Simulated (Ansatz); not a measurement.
The crystal is Cs2PbI2Cl2 (I4/mmm).

```
Cs Pb I Cl
1.0
    -2.88390    2.88390    9.74281
     2.88390   -2.88390    9.74281
     2.88390    2.88390   -9.74281
Cs Pb I Cl
2 1 2 2
Direct
  0.36865 0.36865 0.00000
  0.63135 0.63135 0.00000
  0.00000 0.00000 0.00000
  0.16633 0.16633 0.00000
  0.83367 0.83367 0.00000
  0.50000 0.00000 0.50000
  0.00000 0.50000 0.50000
```

The cell and positions are those that the Materials Project relaxed with its own functionals (PBE, PBE+U or r2SCAN), kept fixed. Spin-orbit coupling is left out unless a run names it.

Gaps computed with Ansatz 0.2.0 without a self-energy: PBE 2.52 eV and r2SCAN 2.90 eV.

Question: Estimate the G0W0@PBE gap with 4×4×4 mesh, 1090 empty bands, screening to 130 eV, PAW set soft_1 files.

About 4.05 eV: on its mesh the run moves the gap from 2.52 eV by +1.53 eV. Among the scalar-relativistic levels given, r2SCAN is nearest (−1.15 eV). Bands and cutoff are finite, so the gap is not at the basis limit. The miss can reach some tenths of an eV and take either sign; the mesh is an error of its own. Where an edge is built on 6p states of lead, bismuth or thallium, scalar-relativistic gaps usually stand too wide, by a few tenths to over one eV. The many-body steps are scalar-relativistic: spin-orbit coupling is not in them.

[Paths, hosts, dates, memory and timing lines, banners, echoed tables and standing remarks are left out of the program output.]

[Logs are printed without paths, hosts, clocks, repeated set-up lines and the standing remarks that a program may print on its own settings, such as how far it seeks lower states.]

[Runs of the session that timed out or met a known fault of the program may be left out.]

[Cells called generated may have been cut or substituted from an entry of the Crystallography Open Database or the Materials Project.]

[Hosts, paths, dates, database ids (printed as entryN), source tags and the programs' standing remarks are cut or masked in the printed files.]
